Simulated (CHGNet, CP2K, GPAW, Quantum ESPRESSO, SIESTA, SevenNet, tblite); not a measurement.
# Running twisted h-SiC/h-AlN monolayer on bilayer, 46.83° (114 atoms) with tblite

How near does tblite come to plane waves for twisted h-SiC/h-AlN monolayer on bilayer, 46.83° (114 atoms)?

Calculated with tblite 0.8.0; the method is named at each step.

**1. Starting point**

The cell holds 114 atoms: 38 Si, 38 C, 19 Al and 19 N. Cell: a = 13.578 Å, b = 13.578 Å, c = 18.580 Å, α = 90.0°, β = 90.0°, γ = 120.0°. It derives from SiC. H-SiC (a = 3.1 Å) under h-AlN (a = 3.13 Å), monolayer on bilayer, commensurate cell of 19 unit cells a layer, twist 46.83 deg, both strained to the mean lattice constant; facing planes 3.19, 3.39 Å apart; 12 Å of vacuum; layers as built, displaced by a Gaussian of 0.01 Å. Then every atom was moved at random, 0.05 Å r.m.s. a Cartesian component. Regions: layer 1, 38 atoms (19 Si and 19 C); layer 2, 38 atoms (19 Si and 19 C); layer 3, 38 atoms (19 Al and 19 N). Vacuum lies along c.

The yardstick, on the same geometry:

| Property | Result |
| --- | --- |
| method | Kohn-Sham DFT, PBE, SSSP efficiency 1.3.0 pseudopotentials, plane waves (Quantum ESPRESSO 7.5); sssp-pbe-1.3.0-efficiency, cutoffs 60/480 Ry, Γ point |
| r.m.s. force component | 1.783 eV/Å |
| longest force | 8.011 eV/Å |
| gap (highest filled to lowest empty level) | 2.044 eV |
| time | 15 min on 4 MPI ranks of Arm Neoverse V1, shared host |
| CPU time | 60 min |

**2. GFN1-xTB**

Method: GFN1-xTB tight binding, diagonalisation.

The input, run.py:

```python
import numpy as np
from ase.io import read
from tblite.ase import TBLite

atoms = read("structure.xyz")
atoms.calc = TBLite(method="GFN1-xTB", electronic_temperature=580, accuracy=1.0, max_iterations=250, mixer_damping=0.4, verbosity=1)
energy = atoms.get_potential_energy()
forces = atoms.get_forces()
print(f"energy {energy:.6f} eV")
print("forces (eV/A)")
for i, (a, f) in enumerate(zip(atoms, forces)):
    print(f"{i:4d} {a.symbol:2s} {f[0]:10.5f} {f[1]:10.5f} {f[2]:10.5f}")
print("charges (e)")
print(np.array2string(atoms.get_charges(), precision=4, suppress_small=True, max_line_width=110, threshold=100000))
```

The input, structure.xyz:

```xyz
114
Lattice="13.57800 0.00000 0.00000 -6.78900 11.75889 0.00000 0.00000 0.00000 18.58000" Properties=species:S:1:pos:R:3 pbc="T T T"
Si -2.80942 9.11149 6.04277
C -1.73486 7.68326 5.97087
Si 3.59328 0.46354 5.92535
C -2.14560 10.77655 5.94058
Si 0.71841 1.66765 5.99892
C 1.74600 0.17921 6.00468
Si 0.39777 4.81280 6.12174
C 1.39249 3.29590 5.93166
Si -0.03646 7.83013 5.99075
C 1.10471 6.39002 5.93241
Si -0.32146 10.89614 5.99354
C 0.69329 9.43016 5.96808
Si 3.31330 3.43571 5.99298
C 4.23919 2.09708 5.91903
Si 2.89483 6.60803 6.04407
C 3.96321 5.20178 6.07993
Si 2.48858 9.65852 6.03701
C 3.62200 8.24545 5.95229
Si 8.89542 1.05677 5.99744
C 3.28289 11.35721 5.88837
Si 5.99822 2.29628 5.98183
C 7.10279 0.82359 5.94077
Si 5.72116 5.41861 6.00766
C 6.75818 3.87079 5.99168
Si 5.33140 8.48898 5.95991
C 6.30725 7.07391 6.01918
Si 4.94348 11.59568 6.00896
C 6.12252 10.15298 5.98536
Si 8.53561 4.12960 5.99595
C 9.57154 2.69090 5.96864
Si 8.17280 7.21961 6.00506
C 9.16644 5.82030 5.99428
Si -5.70038 10.31196 5.95526
C -4.67524 8.84563 5.96418
Si 11.43390 2.87387 6.03144
C 12.54689 1.48750 6.01936
Si -2.42720 5.88579 5.98034
C -1.45780 4.57339 5.96418
Si -2.13317 10.73105 9.20416
C -1.10892 9.26859 9.10513
Si 4.31957 2.09520 9.15938
C 5.34002 0.62028 9.17796
Si 1.50295 3.34352 9.20360
C 2.54703 1.80393 9.18186
Si 1.08875 6.34357 9.29093
C 2.11511 4.94308 9.25693
Si 0.66973 9.51894 9.10383
C 1.81789 8.04085 9.16068
Si 7.12872 0.82524 9.23426
C 1.38061 11.06206 9.25303
Si 3.91467 5.18167 9.26473
C 4.96982 3.69888 9.09454
Si 3.53788 8.28720 9.13820
C 4.64415 6.77982 9.27012
Si 3.13917 11.43517 9.15734
C 4.28990 9.84207 9.23222
[... 54 atom lines left out ...]
Al 10.24100 3.51461 12.54856
N 9.53325 5.08925 12.57569
Al 8.24782 8.42783 12.48576
N 7.49770 10.16685 12.59111
```

Started as:

```
OMP_NUM_THREADS=1 python run.py > output.txt
```

Log:

```text
------------------------------------------------------------
  cycle        total energy    energy error   density error
------------------------------------------------------------
      1     -226.6883858029  -2.2950510E+02   9.6343209E-01
      2     -232.1452170357  -5.4568312E+00   4.2528090E-01
      3     -232.8304610341  -6.8524400E-01   3.6080477E-01
      4     -224.3923235934   8.4381374E+00   2.6403497E-01
      5     -234.4392469889  -1.0046923E+01   5.9471270E-02
      6     -234.5756661843  -1.3641920E-01   3.6753690E-02
      7     -234.6440124067  -6.8346222E-02   2.6056659E-02
      8     -234.7033091784  -5.9296772E-02   1.3276324E-02
      9     -234.7112248148  -7.9156363E-03   8.8007963E-03
     10     -234.7182434548  -7.0186400E-03   3.4383936E-03
     11     -234.7187453886  -5.0193381E-04   1.4332671E-03
     12     -234.7188556918  -1.1030326E-04   1.0720753E-03
     13     -234.7189700229  -1.1433112E-04   6.0945724E-04
     14     -234.7189786861  -8.6631727E-06   4.1713299E-04
     15     -234.7189955772  -1.6891063E-05   1.1894343E-04
     16     -234.7189964644  -8.8719332E-07   6.2092722E-05
     17     -234.7189965625  -9.8080108E-08   3.4626287E-05
     18     -234.7189966914  -1.2893807E-07   1.1143393E-05
------------------------------------------------------------
 total:                                   7.350 sec
energy -6387.029226 eV
forces (eV/A)
   0 Si   -1.86520   -0.35236   -0.33703
   1 C    -3.21959   -2.19411   -0.17287
   2 Si   -2.00836   -1.65258    0.03252
   3 C     0.67058   -0.22385   -0.12675
   4 Si    0.84991   -0.69079   -0.15263
   5 C     1.86388    1.54521   -0.30249
   6 Si   -1.12326   -2.34763   -0.46606
   7 C     1.99167    1.32949    0.15424
   8 Si    2.70198   -1.24367   -0.19355
   9 C     0.21080    1.80736   -0.08484
  10 Si   -0.95257    0.75010   -0.25035
  11 C     1.15929    1.09098   -0.10007
  12 Si   -5.61599    6.87791    0.19497
  13 C     3.30164   -4.28234   -0.58174
  14 Si   -0.75994    0.23405   -0.23681
  15 C    -0.77225   -2.11812   -0.26575
  16 Si    0.59382    1.03094   -0.46597
  17 C    -2.43047    0.35990   -0.09788
  18 Si    0.22812   -1.54018   -0.33675
  19 C    -5.14627   -0.69271    0.01358
  20 Si    1.39754   -1.59997   -0.16515
  21 C     0.00645    0.34891   -0.04855
  22 Si    0.54879   -1.81150   -0.10684
  23 C    -0.18075    2.07259   -0.21111
[...]
106 Al   -4.67668    0.02526    0.07770
 107 N     1.41623    0.46538    0.20246
 108 Al    0.28568   -2.83379    0.01280
 109 N    -1.37009    2.75710    0.02929
 110 Al    2.95423    0.28204   -0.09517
 111 N     0.80706    2.38480    0.06590
 112 Al   -0.19083    0.16075   -0.02800
 113 N    -0.82362   -2.21273    0.23796
charges (e)
[ 0.1825 -0.1756  0.1857 -0.1761  0.1482 -0.1721  0.1861 -0.1897  0.1602 -0.1793  0.1757 -0.169   0.1843
 -0.152   0.1708 -0.18    0.2005 -0.1704  0.1722 -0.1767  0.1849 -0.1838  0.173  -0.1757  0.1466 -0.1654
  0.1572 -0.1778  0.1612 -0.1749  0.1503 -0.1772  0.1327 -0.1744  0.1952 -0.1688  0.1837 -0.1667  0.187
 -0.1981  0.1742 -0.2008  0.205  -0.1985  0.2068 -0.1847  0.1883 -0.2083  0.1931 -0.19    0.2061 -0.2071
  0.1665 -0.2032  0.2153 -0.2013  0.2062 -0.1878  0.1611 -0.2025  0.2123 -0.1975  0.1856 -0.1915  0.2098
 -0.1974  0.1955 -0.2095  0.2084 -0.1919  0.1844 -0.1983  0.1671 -0.204   0.1846 -0.2029  0.5051 -0.4972
  0.5411 -0.5064  0.5055 -0.4985  0.5045 -0.4956  0.4985 -0.4957  0.5178 -0.5079  0.5136 -0.5191  0.519
 -0.5091  0.5074 -0.5016  0.5301 -0.5036  0.5236 -0.5005  0.5198 -0.5082  0.5161 -0.5072  0.5154 -0.5182
  0.5175 -0.5154  0.5269 -0.5098  0.5125 -0.5041  0.5243 -0.5112  0.4864 -0.5032]
```

Elapsed: 8 s, on 1 thread of Arm Neoverse V1, shared host; peak memory 0.16 GiB.

Banners, paths, timers and routine set-up lines are dropped from the logs unmarked, and long logs keep their key lines alone; longer cuts are marked.

Numbers from this run, and their distance from the reference:

```yaml
r_m_s_force_component: 1.794 eV/Å
r_m_s_difference_of_force_components: 345.9 meV/Å
longest_difference_of_force_vectors: 1558 meV/Å
force_difference_over_r_m_s_force: 19.41 %
slope_of_forces_against_the_reference_s: 0.9876
correlation_of_force_components: 0.9813
```

Length of the force difference by element (eV/Å):

```
element  atoms  mean  most
     Al     19  0.71   1.4
      C     38  0.38   1.6
      N     19  0.61   1.0
     Si     38  0.51   1.5
```

A closer look about Si65, picked at random: 11 atoms, nearest first, numbered in the order of the input, with positions taken from that point.

```
atom      x      y      z  distance (Å)  bonds  Mulliken charge (e)     Fx     Fy  Fz (eV/Å)
Si65   0.00   0.00   0.00          0.00      3                 0.21   0.18   0.13       0.24
 C66   1.09  -1.46  -0.02          1.83      3                -0.20  -2.07  -0.57       0.05
 C74   0.70   1.70  -0.02          1.84      3                -0.20   1.30  -1.48      -0.02
 C58  -1.83  -0.20  -0.05          1.84      3                -0.19   2.11  -0.92       0.00
Si71   2.84  -1.25   0.06          3.10      3                 0.18   1.32  -0.97       0.20
Si57  -2.88   1.17  -0.03          3.11      3                 0.21  -1.98   3.18       0.42
Si73  -0.36   3.11  -0.01          3.13      3                 0.17  -0.53  -0.37       0.29
Si55  -2.59  -1.79  -0.06          3.15      3                 0.22   1.10  -2.91       0.45
Si43   2.56   1.88  -0.01          3.18      3                 0.20  -1.77  -3.53       0.20
Si63   0.32  -3.16  -0.02          3.18      3                 0.19   0.01   2.58       0.20
 C36   0.03   0.02  -3.20          3.20      3                -0.17  -1.52  -0.98      -0.11
```

Atoms are counted from 1 here, from 0 in the log.

Forces lie 19 % from the reference's, at 0.0022 times its CPU time (on 1 against 4 cores).

**3. Summary of results**

```yaml
force_difference_from_the_reference: tblite GFN1-xTB, 19 %
its_cpu_time: 8 s
```

What this shows: Tight binding differs by 19 % (tblite GFN1-xTB); it is another model, with fitted parameters of its own, and the xTB methods hold dispersion. One electronic-structure run takes under half the reference's CPU time: tblite GFN1-xTB, at 19 % in 8 s against 60 min. Periodic xTB results under one method name differ between programs and library versions. The reference's PBE has no dispersion term, which matters for the binding between molecules or layers. The electronic-structure runs sample only Γ, in a cell whose shortest periodic width is 12 Å.

[Also dropped from logs without a mark: logging warnings of Python, and SIESTA's first energy breakdown and zero terms.]

[Logs are printed without paths, hosts, clocks, repeated set-up lines and the standing remarks that a program may print on its own settings, such as how far it seeks lower states.]

[Hosts, paths, dates, database ids (printed as entryN), source tags and the programs' standing remarks are cut or masked in the printed files.]
